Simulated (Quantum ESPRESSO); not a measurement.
# Magnetic state of KMnF3 from several starts, part 2 of 2

Aim: find out which collinear order of KMnF3 costs least.

Quantum ESPRESSO 7.5; LDA; plane waves with GBRV 1.5 LDA potentials, no spin-orbit coupling.

So far, absolute magnetization (μB): step 2 (run 1 (ferro +)) 5.00.

**4. Run 3, typed as antiferro q=(1/2,1/2,1/2) +−**

This order needs a doubled cell of 10 atoms.

pw.in

```
&CONTROL
  calculation = 'scf'
  prefix = 'pwscf'
  outdir = './tmp'
  pseudo_dir = './pseudo'
  disk_io = 'nowf'
/
&SYSTEM
  ibrav = 0
  nat = 10
  ntyp = 4
  ecutwfc = 40
  ecutrho = 280
  nbnd = 59
  occupations = 'smearing'
  smearing = 'fd'
  degauss = 0.00367493
  nspin = 2
  starting_magnetization(1) = 0
  starting_magnetization(2) = 0.3
  starting_magnetization(3) = -0.3
  starting_magnetization(4) = 0
/
&ELECTRONS
  conv_thr = 2d-08
  electron_maxstep = 150
  mixing_beta = 0.3
/
ATOMIC_SPECIES
K      39.0983 k_lda_v1.4.uspp.F.UPF
Mn1    54.9380 mn_lda_v1.5.uspp.F.UPF
Mn2    54.9380 mn_lda_v1.5.uspp.F.UPF
F      18.9984 f_lda_v1.4.uspp.F.UPF
CELL_PARAMETERS angstrom
   8.3786000000    0.0000000000    0.0000000000
   4.1893000000    4.1893000000    0.0000000000
   4.1893000000    0.0000000000    4.1893000000
ATOMIC_POSITIONS crystal
K       0.7500000000    0.5000000000    0.5000000000
K       0.2500000000    0.5000000000    0.5000000000
Mn1     0.0000000000    0.0000000000    0.0000000000
Mn2     0.5000000000    0.0000000000    0.0000000000
F       0.2500000000    0.0000000000    0.0000000000
F       0.7500000000    0.0000000000    0.0000000000
F       0.7500000000    0.5000000000    0.0000000000
F       0.2500000000    0.5000000000    0.0000000000
F       0.7500000000    0.0000000000    0.5000000000
F       0.2500000000    0.0000000000    0.5000000000
K_POINTS automatic
3 6 6 0 0 0
```

Started as:

```sh
> OMP_NUM_THREADS=1 mpirun -n 4 pw.x -nk 4 -in pw.in > pw.out
```

What it wrote:

```text
     [... lines left out ...]
Program PWSCF v.7.5 starts
     [... lines left out ...]
     number of atoms/cell      =           10
     [... lines left out ...]
     number of electrons       =        90.00
     number of Kohn-Sham states=           59
     kinetic-energy cutoff     =      40.0000  Ry
     charge density cutoff     =     280.0000  Ry
     scf convergence threshold =      2.0E-08
     [... lines left out ...]
     48 Sym. Ops., with inversion, found
     [... lines left out ...]
     number of k points=    10  Fermi-Dirac smearing, width (Ry)=  0.0037
     [... lines left out ...]
     iteration # 11     ecut=    40.00 Ry     beta= 0.30
     [... lines left out ...]
     Magnetic moment per site  (integrated on atomic sphere of radius R)
     atom   1 (R=0.146)  charge=  7.6990  magn= -0.0000
     atom   2 (R=0.146)  charge=  7.6990  magn= -0.0000
     atom   3 (R=0.103)  charge= 12.3483  magn=  4.0628
     atom   4 (R=0.103)  charge= 12.3483  magn= -4.0628
     atom   5 (R=0.103)  charge=  6.6461  magn=  0.0000
     atom   6 (R=0.103)  charge=  6.6461  magn=  0.0000
     atom   7 (R=0.103)  charge=  6.6461  magn=  0.0000
     atom   8 (R=0.103)  charge=  6.6461  magn=  0.0000
     atom   9 (R=0.103)  charge=  6.6461  magn=  0.0000
     atom  10 (R=0.103)  charge=  6.6461  magn=  0.0000
     [... lines left out ...]
     the Fermi energy is     7.3600 ev
!    total energy              =    -828.49624900 Ry
     estimated scf accuracy    <          3.3E-09 Ry
     smearing contrib. (-TS)   =      -0.00000000 Ry
     [... lines left out ...]
     total magnetization       =    -0.00 Bohr mag/cell
     absolute magnetization    =     9.35 Bohr mag/cell
     convergence has been achieved in  11 iterations
```

Wall time 31 s (4 MPI ranks of Intel Xeon 6975P-C (Granite Rapids), shared host); peak memory 0.81 GiB.

Spin moment in the atom's sphere by atom:

```
atom  spin moment in the atom's sphere (μB)
  K1                                   0.00
  K2                                   0.00
 Mn3                                   4.06
 Mn4                                  -4.06
  F5                                   0.00
  F6                                   0.00
  F7                                   0.00
  F8                                   0.00
  F9                                   0.00
 F10                                   0.00
```

This step gave:

* smearing term TS: 5.09e-10 eV
* magnetization: 0 μB
* absolute magnetization: 9.347 μB
* final state: antiferromagnetic

**5. Start 4: no spin polarisation**

pw.in

```
&CONTROL
  calculation = 'scf'
  prefix = 'pwscf'
  outdir = './tmp'
  pseudo_dir = './pseudo'
  disk_io = 'nowf'
/
&SYSTEM
  ibrav = 0
  nat = 5
  ntyp = 3
  ecutwfc = 40
  ecutrho = 280
  nbnd = 32
  occupations = 'smearing'
  smearing = 'fd'
  degauss = 0.00367493
/
&ELECTRONS
  conv_thr = 1d-08
  electron_maxstep = 150
  mixing_beta = 0.3
/
ATOMIC_SPECIES
K      39.0983 k_lda_v1.4.uspp.F.UPF
Mn     54.9380 mn_lda_v1.5.uspp.F.UPF
F      18.9984 f_lda_v1.4.uspp.F.UPF
CELL_PARAMETERS angstrom
   4.1893000000    0.0000000000    0.0000000000
   0.0000000000    4.1893000000    0.0000000000
   0.0000000000    0.0000000000    4.1893000000
ATOMIC_POSITIONS crystal
K       0.5000000000    0.5000000000    0.5000000000
Mn      0.0000000000    0.0000000000    0.0000000000
F       0.5000000000    0.0000000000    0.0000000000
F       0.0000000000    0.5000000000    0.0000000000
F       0.0000000000    0.0000000000    0.5000000000
K_POINTS automatic
6 6 6 0 0 0
```

What it wrote:

```text
     [... lines left out ...]
Program PWSCF v.7.5 starts
     [... lines left out ...]
     number of atoms/cell      =            5
     [... lines left out ...]
     number of electrons       =        45.00
     number of Kohn-Sham states=           32
     kinetic-energy cutoff     =      40.0000  Ry
     charge density cutoff     =     280.0000  Ry
     scf convergence threshold =      1.0E-08
     [... lines left out ...]
     48 Sym. Ops., with inversion, found
     [... lines left out ...]
     number of k points=    20  Fermi-Dirac smearing, width (Ry)=  0.0037
     [... lines left out ...]
     iteration # 10     ecut=    40.00 Ry     beta= 0.30
     [... lines left out ...]
     the Fermi energy is     6.7391 ev
!    total energy              =    -414.05140875 Ry
     estimated scf accuracy    <          2.6E-09 Ry
     smearing contrib. (-TS)   =      -0.00657136 Ry
     [... lines left out ...]
     convergence has been achieved in  10 iterations
```

It took 4.4 s on 4 MPI ranks; peak memory 0.42 GiB; 17 s of CPU time.

Read from the output:

* smearing term TS: 0.08941 eV
* final state: non-magnetic (no spin polarisation)

**6. Ranking**

An order is kept where moments of 0.15 μB or more survive with the typed signs; meshes match where a doubled cell samples the same k points as the first cell.

Orders:

```
                       start        final state  typed order kept  energy over the lowest (meV a seeded atom)  largest site moment (μB)  net moment (μB a cell of the first run)  mesh matched  CPU time (s)
                     ferro +      ferromagnetic               yes                                       100.3                     4.135                                        5           yes          33.5
  antiferro q=(0,1/2,1/2) +-  antiferromagnetic               yes                                       30.33                     4.084                                        0           yes         184.3
antiferro q=(1/2,1/2,1/2) +-  antiferromagnetic               yes                                           0                     4.063                                        0           yes         121.3
        no spin polarisation       non-magnetic                 -                                        2676                         0                                        0           yes         16.78
```

**7. A Heisenberg model**

E = −Σ J e·e over ordered pairs of unit vectors, so each pair counts twice. As many shells are taken as there are differences of energy, so the couplings are solved for and no residual tests the model; further shells are folded in, and shells whose pairs keep their relative signs in all orders cancel and are not probed. Couplings from the energies:

```
 pair  distance (Å)  neighbours an atom  J (meV)
Mn-Mn         4.189                   6   -8.356
Mn-Mn         5.925                  12  -0.1937
```

**8. Summary of results**

- lowest state found: antiferromagnetic (from antiferro q=(1/2,1/2,1/2) +-)
- largest site moment: 4.06 μB
- next state with moments: antiferromagnetic, 30.3 meV a seeded atom higher
- state without moments: 2676 meV a seeded atom higher
- J of the weightiest shell (Mn-Mn, 4.19 Å; E = −Σ J e·e, ordered pairs): -8.36 meV

What this shows: Forming the moments gains more than four times the spread of the orders, as local moments do. The largest moment changes by 1.7 % between the kept orders, as for well localised moments. This is the lowest of 4 collinear or spinless starts, no proof of the ground state. No Hubbard term acts here. In such compounds local and semilocal functionals without one often delocalise the d electrons, and can shrink or lose moments and miss the size, sign and order of the couplings.

[Logs and program files are shortened in this print: banners, set-up blocks, solver, clock and traceback lines can be left out without a mark of their own.]

[Logs are printed without paths, hosts, clocks, repeated set-up lines and the standing remarks that a program may print on its own settings, such as how far it seeks lower states.]

[Hosts, paths, dates, database ids (printed as entryN), source tags and the programs' standing remarks are cut or masked in the printed files.]

[Where a cell is said to come from a database of computed structures, the database is the Materials Project.]
